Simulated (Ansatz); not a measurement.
**Rb2LiVO4 (Cmc2_1): spin-orbit coupling beyond the local functionals**

Aim: the spin-orbit change of the gap of Rb2LiVO4 (Cmc2_1).

Program: Ansatz 0.2.0. Level of theory: density functionals with and without spin-orbit coupling, plane waves, PAW. Results are calculated unless marked as measured.

**The experiments to reproduce.**

- Gap 3.8 eV: optical gap from diffuse reflectance; UV-vis-NIR diffuse reflectance; powder (polycrystalline, solid-state reaction) (“Growth, Properties, and Theoretical Analysis of M2LiVO4 (M = Rb, Cs) Crystals: Two Potential Mid-Infrared Nonlinear Optical Materials”, 2017, pmc:5432528).

In doubt: the elements are of a kind flagged for part-filled d or f shells, though by formal charges that shell is empty here, so the flag may not apply.

### 1. The starting structure

It takes space group Cmc2_1 (No. 36, orthorhombic). Conventional cell: a = 5.879 Å, b = 11.701 Å, c = 7.933 Å, α = 90.00°, β = 90.00°, γ = 90.00°. Nearest to Rb lie 10 O at 2.88 to 3.57 Å and 3 Li at 3.18 to 3.60 Å and 1 V at 3.49 Å. Nearest to Rb lie 8 O at 2.89 to 3.24 Å and 1 Li at 3.11 Å. Li has 4 O at 1.89 to 2.06 Å nearest. V has 4 O at 1.71 to 1.72 Å nearest. Nearest to O lie 1 V at 1.72 Å and 1 Li at 1.89 Å and 5 Rb at 3.02 to 3.57 Å. Nearest to O lie 1 V at 1.71 Å and 1 Li at 2.06 Å and 4 Rb at 2.88 to 3.06 Å. Farther neighbours and most contacts between anions are not listed.

The cell and positions come from the Crystallography Open Database and are kept as given unless a step says otherwise.

### 2. HSE06, 2×2×2 mesh

This step: DFT, HSE06, plane waves, PAW; PAW set soft_1.

input.yaml reads:

```yaml
crystal:
  lattice:
    - [2.9395, -5.8505, 0.0]
    - [2.9395, 5.8505, 0.0]
    - [0.0, 0.0, 7.933]
  atoms:
    - { symbol: Rb, position: [0.605, 0.395, 0.9488] }
    - { symbol: Rb, position: [0.395, 0.605, 0.4488] }
    - { symbol: Rb, position: [0.0617, 0.9383, 0.5932] }
    - { symbol: Rb, position: [0.9383, 0.0617, 0.0932] }
    - { symbol: Li, position: [0.1989, 0.8011, 0.1716] }
    - { symbol: Li, position: [0.8011, 0.1989, 0.6716] }
    - { symbol: V, position: [0.6905, 0.3095, 0.3894] }
    - { symbol: V, position: [0.3095, 0.6905, 0.8894] }
    - { symbol: O, position: [0.4087, 0.1191, 0.2817] }
    - { symbol: O, position: [0.5913, 0.8809, 0.7817] }
    - { symbol: O, position: [0.8809, 0.5913, 0.2817] }
    - { symbol: O, position: [0.1191, 0.4087, 0.7817] }
    - { symbol: O, position: [0.634, 0.366, 0.5887] }
    - { symbol: O, position: [0.366, 0.634, 0.0887] }
    - { symbol: O, position: [0.835, 0.165, 0.4236] }
    - { symbol: O, position: [0.165, 0.835, 0.9236] }
kpoints:
  mp_grid: { grid: [2, 2, 2] }
  band_path:
    path:
      - [0.0, 0.0, 0.0]
      - [-0.5, 0.5, 0.0]
      - [-0.68688959, 0.31311041, 0.0]
      - [-0.31311041, -0.31311041, 0.0]
      - [0.0, 0.0, -0.5]
      - [-0.31311041, -0.31311041, -0.5]
      - [-0.68688959, 0.31311041, -0.5]
      - [-0.5, 0.5, -0.5]
      - [-0.5, 0.0, 0.0]
    npoints: 1
hamiltonian:
  xc: hse06
  pseudopotentials: { kind: paw, azcp: { folder: soft_1 } }
scf:
  occupations: { method: fixed }
  n_extra_bands: 9
output:
  eigenvalues: true
```

Launch:

```console
ansatz run input.yaml --threads 24 --pin off --max-ram 82944MiB --backend cuda --events-out ev --progress --plain --runs-dir out --devices 1 --max-vram 78GiB
```

Numbers of over 12 decimals in the logs are rounded to 6 here.

The program printed:

```text
scf.n_extra_bands = 9 over 58 filled bands (N_el = 116.0): the run solves 67 bands
GPUs: using 1 of 1 available (devices: 1).
Engine: ansatz 0.2.0, aarch64-unknown-linux-gnu
Pseudopotentials: kind: paw
Pseudopotential: Rb, paw, valence charge 9, recommended cutoff 420 eV (normal), soft_1/Rb.paw.azcp
Pseudopotential: Li, paw, valence charge 3, recommended cutoff 420 eV (normal), soft_1/Li.paw.azcp
Pseudopotential: V, paw, valence charge 13, recommended cutoff 420 eV (normal), soft_1/V.paw.azcp
Pseudopotential: O, paw, valence charge 6, recommended cutoff 420 eV (normal), soft_1/O.paw.azcp
Functional definition: HSE06
  parameter a = 0.25
  parameter omega = 0.11/bohr
  exchange = pbe_x - a*pbe_x_sr(omega) + a*exact_x_sr(omega)
  correlation = pbe_c
davidson cushion auto → on  (no smearing: the cushion is to keep the highest requested band from converging to the state above it; pin scf.eigensolver.cushion to override)
[...]
Crystal: 16 atoms, lattice volume = 272.856 Å³
Basis set: ecut = 420 eV, 5345 PW (Γ)
Bands: 67, of which v1, the nominal top of the filled ones, is band 58 counted from 1 (57 counted from 0)
Symmetry: 4 space group operations
Space group: Cmc21 (ITA 36), of the structure as read, at distance tolerance 6.5e-5 Å
k-points: 6 of 8
Non-local potential: Rb, projectors of the file, l = 0: 3, l = 1: 2, l = 2: 2
Non-local potential: Li, projectors of the file, l = 0: 3, l = 1: 2, l = 2: 1
Non-local potential: V, projectors of the file, l = 0: 3, l = 1: 2, l = 2: 3, l = 3: 1
Non-local potential: O, projectors of the file, l = 0: 2, l = 1: 2, l = 2: 1
PAW form: soft (Blöchl's): semilocal exchange-correlation on the pseudo side does not see the compensation charge
PAW frozen core: Rb, regenerated for the run's functional, and the local potential with it (the file was generated under x = pbe(κ = 0.804, μ = 0.219515), c = pbe(β = 0.066725))
PAW frozen core: V, regenerated for the run's functional, and the local potential with it (the file was generated under x = pbe(κ = 0.804, μ = 0.219515), c = pbe(β = 0.066725))
PAW frozen core: O, regenerated for the run's functional, and the local potential with it (the file was generated under x = pbe(κ = 0.804, μ = 0.219515), c = pbe(β = 0.066725))
PAW one-centre angular grid: Rb, 110 points (default); XC on 64 Gauss nodes
PAW one-centre angular grid: Li, 110 points (default); XC on 160 Gauss nodes
PAW one-centre angular grid: V, 590 points (default); XC on 64 Gauss nodes
PAW one-centre angular grid: O, 110 points (default); XC on 96 Gauss nodes
Initial density: superposition of atomic densities (chi_scale 0.1, normalization cell, long waves kept (reshape's long-wave potential 0.04 eV rms))
Initial wavefunctions: pseudopotential atomic-orbital guess
[...]
Frozen-core exchange: fock
SCF iter   1: F=—  HF=-23864.769330 eV  |F-HF|=—  |Δ(HF+E_count)|=         —  Δρ=2.64e-4  dr2=2.63e-4  ethr=1.32e-6  ⟨swp⟩=3.0  Hψ=935  notcnv=0
[...]
iter 2 solved again at ethr=5.79e-9 eV; its pass at ethr=2.18e-7 eV (dr2=6.72e-6 eV) is discarded
SCF iter   2: F=—  HF=-23864.769288 eV  |F-HF|=—  |Δ(HF+E_count)|=   4.23e-5  Δρ=5.17e-5  dr2=7.05e-6  ethr=5.79e-9  ⟨swp⟩=4.3  Hψ=1976  notcnv=0
SCF iter   3: F=—  HF=-23864.769287 eV  |F-HF|=—  |Δ(HF+E_count)|=   6.93e-7  Δρ=1.73e-5  dr2=1.83e-6  ethr=5.36e-9  ⟨swp⟩=3.0  Hψ=914  notcnv=0
SCF iter   4: F=—  HF=-23864.769291 eV  |F-HF|=—  |Δ(HF+E_count)|=   3.69e-6  Δρ=1.00e-5  dr2=2.24e-7  ethr=8.72e-10  ⟨swp⟩=5.7  Hψ=1253  notcnv=0
SCF iter   5: F=-23864.769291 eV  HF=-23864.769291 eV  |F-HF|=1.06e-8  |Δ(HF+E_count)|=   4.46e-8  Δρ=2.69e-6  dr2=4.76e-8  ethr=1.52e-10  ⟨swp⟩=3.0  Hψ=1014  notcnv=0
SCF 3 converged in 5 iterations: F = -23864.769291 eV  dr2 = 4.76e-8
hybrid outer 2: dexx = +5.038e-6 eV, tail = 1.70e-7 eV, Δε = 7.63e-3 eV (about 2.59e-4 eV left of the loop's levels)
the search or the solves at the SCF's close seem to have found levels that the self-consistency loop had missed (the run counts 1). By its estimate they hold under 1e-12 electrons; where the run keeps them, the occupations were computed again with them
[...]
NSCF: frozen V_eff on 9 k-points
hybrid SCF converged: 2 outer / 13 inner (+7 warm-up), last move |dexx| = 5.04e-6 eV, tail = 1.70e-7 eV
Stability not checked: this state was not tested for a lower state beside it, because the functional holds exact exchange (a hybrid, or Hartree-Fock), whose exchange loop this test does not read (fock_operator; see scf.lower_state_search)
Free energy (F): -23864.769291 eV
Frozen-core exchange: fock
Harris-Foulkes:  -23864.769291 eV  (|F-HF|=1.06e-8)
Internal energy: -23864.769291 eV  (E = F + TS)
E sigma→0 (E₀):  -23864.769291 eV
Fermi energy:    2.966015 eV
--- Per-component energies (eV) ---
  E_band       = -1374.664514
  E_kinetic    = 2706.387834
  E_local      = -9915.141571  (includes V_loc(G=0)·N_el)
  E_nonlocal   = 1267.577095
  E_hartree    = 3662.680452
  E_xc         = -1064.102035
  E_vxc        = -1252.317616  (∫ρ·V_xc dr)
  E_exx        = -349.807725  (= α·E_x^exact, valence–valence)
  E_paw        = -13999.116711  (= ΣΔE_a)
  E_vpaw       = -806.920979  (= ΣTr[D̂ρ^β])
  E_aug_tail   = 0.008945  (compensation charges beyond the density's cutoff)
  E_ewald      = -6171.204530
  E_core_change = -2.051046  (= ΣΔE_core)
  E_smearing   = -0.000000  (= −TS)
  E_closure    = -0.000000  (closes the sum)
  Σ components = -23864.769291   (vs F -23864.769291, Δ=3.64e-12)
--- Band table (eV; the first three rows and the last of 6) ---
  k-point 0: bands = [... 54 lower, 2.6989, 2.7693, 2.8450, 2.9204, 8.6863, 8.7142, 8.7376, 8.8124]
  k-point 1: bands = [... 54 lower, 2.6365, 2.6365, 2.9134, 2.9134, 8.7277, 8.7277, 8.7959, 8.7959]
  k-point 2: bands = [... 54 lower, 2.6353, 2.6513, 2.6898, 2.7517, 8.5515, 8.7117, 8.8597, 8.9576]
  k-point 5: bands = [... 54 lower, 2.6371, 2.6371, 2.8683, 2.8683, 8.7320, 8.7320, 8.8221, 8.8221]
```

Elapsed: 7.5 s, on 1 × NVIDIA GB200 (shared by 2 runs) with 24 threads of Arm Neoverse V2, shared host; peak memory 1.5 GiB; 45 s of CPU time.

Numbers from this step:

| Item | Value |
| --- | --- |
| gap | 5.585 eV |
| valence top at | Y |
| conduction bottom at | k = (-0.500, 0.000, 0.000) |
| least direct gap | 5.667 eV |
| exact-exchange fraction | 0.25 |

The gap is indirect, with the least direct gap 0.08 eV higher.

### 3. HSE06+SOC, 2×2×2 mesh

Spin-orbit coupling can split or shift the edges; a non-collinear run measures by how much.

This step: DFT, HSE06 with spin-orbit coupling, plane waves, PAW; PAW set soft_1.

input.yaml: that of step 2 with these lines changed.

```diff
@@ -38,6 +38,9 @@
   xc: hse06
-  pseudopotentials: { kind: paw, azcp: { folder: soft_1 } }
+  pseudopotentials: { kind: paw_fr, azcp: { folder: soft_1 } }
 scf:
   occupations: { method: fixed }
-  n_extra_bands: 9
+  n_extra_bands: 18
+magnetization:
+  noncollinear: true
+  spin_orbit: true
 output:
```

The program printed:

```text
[...]
GPUs: using 1 of 1 available (devices: 1).
[...]
non-collinear run that drives no moment, with spin-orbit: no starting moment large enough to seed its density (crystal.atoms[].spin), no starting occupations that ask for one, no magnetisation constraint and no magnetic field, so the semilocal B_xc is pinned to zero
[...]
Crystal: 16 atoms, lattice volume = 272.856 Å³
Basis set: ecut = 420 eV, 5345 PW (Γ)
Bands: 134, of which v1, the nominal top of the filled ones, is band 116 counted from 1 (115 counted from 0)
Symmetry: 4 space group operations + 4 with time reversal
[...]
k-points: 6 of 8
Projection manifold: j_resolved (fully-relativistic pseudo-atomic orbitals)
[...]
SCF iter   1: F=—  HF=-23862.650352 eV  |F-HF|=—  |Δ(HF+E_count)|=         —  Δρ=4.60e-2  dr2=5.37e0  dr2_m=0.00e0 (ungated)  ethr=1.00e-1  |M|=0.00e0 ∫|m|=0.00e0 μB  |m|>n=0.0e0 m-floor=0.0e0 τ_xc=0.0e0  β_m=0.30  ⟨swp⟩=4.0  Hψ=3014  notcnv=0
[...]
SCF iter   2: F=—  HF=-23861.827687 eV  |F-HF|=—  |Δ(HF+E_count)|=   8.23e-1  Δρ=2.78e-2  dr2=2.40e0  dr2_m=0.00e0 (ungated)  ethr=4.63e-3  |M|=0.00e0 ∫|m|=0.00e0 μB  |m|>n=0.0e0 m-floor=0.0e0 τ_xc=0.0e0  β_m=0.38  ⟨swp⟩=5.2  Hψ=2083  notcnv=0  defer=2
[...]
hybrid outer 1: dexx = +6.012e-2 eV, tail = 2.94e-4 eV
[...]
SCF 3 converged in 4 iterations: F = -23861.202860 eV  dr2 = 8.52e-8
[...]
```

It took 23 s on 1 × NVIDIA GB200 (shared by 2 runs) with 24 threads; peak memory 2.6 GiB.

This step gave:

| Item | Value |
| --- | --- |
| gap | 5.585 eV |
| valence top at | Y |
| conduction bottom at | k = (-0.500, 0.000, 0.000) |
| least direct gap | 5.667 eV |
| exact-exchange fraction | 0.25 |

The gap is that of HSE06.

### 4. Together

Times are wall times on 1 × NVIDIA GB200 (shared by 2 runs) with 24 threads of Arm Neoverse V2, shared host, good to a factor of about two.

```csv
level,gap (eV),with coupling (eV),change (eV),time,with coupling
HSE06,5.59,5.58,−0.001,7.5 s,23 s
```

### 5. Summary of results

| Quantity | Value |
| --- | --- |
| HSE06 | 5.59 eV |
| HSE06+SOC | 5.58 eV |

**Reading.** Spin-orbit coupling changes the gap by −0.001 eV and the least direct gap by −0.001 eV. Against experiment, by HSE06+SOC: the gap of 5.58 eV lies +1.78 eV from the measured 3.8 eV (optical, 2017). An exciton line or allowed optical edge lies below the quasiparticle gap by the binding energy; a forbidden edge can push the onset above it. The lattice is static and excitons are left out. The runs have no spin polarisation. For a closed low-spin shell that is the natural state; where a d or f shell is open it is a constraint, and the gap is then not the crystal's own.

[Paths, hosts, dates, memory and timing lines, banners, echoed tables and standing remarks are left out of the program output.]

[Logs are printed without paths, hosts, clocks, repeated set-up lines and the standing remarks that a program may print on its own settings, such as how far it seeks lower states.]

[Runs of the session that timed out or met a known fault of the program may be left out.]

[Cells called generated may have been cut or substituted from an entry of the Crystallography Open Database or the Materials Project.]

[Hosts, paths, dates, database ids (printed as entryN), source tags and the programs' standing remarks are cut or masked in the printed files.]
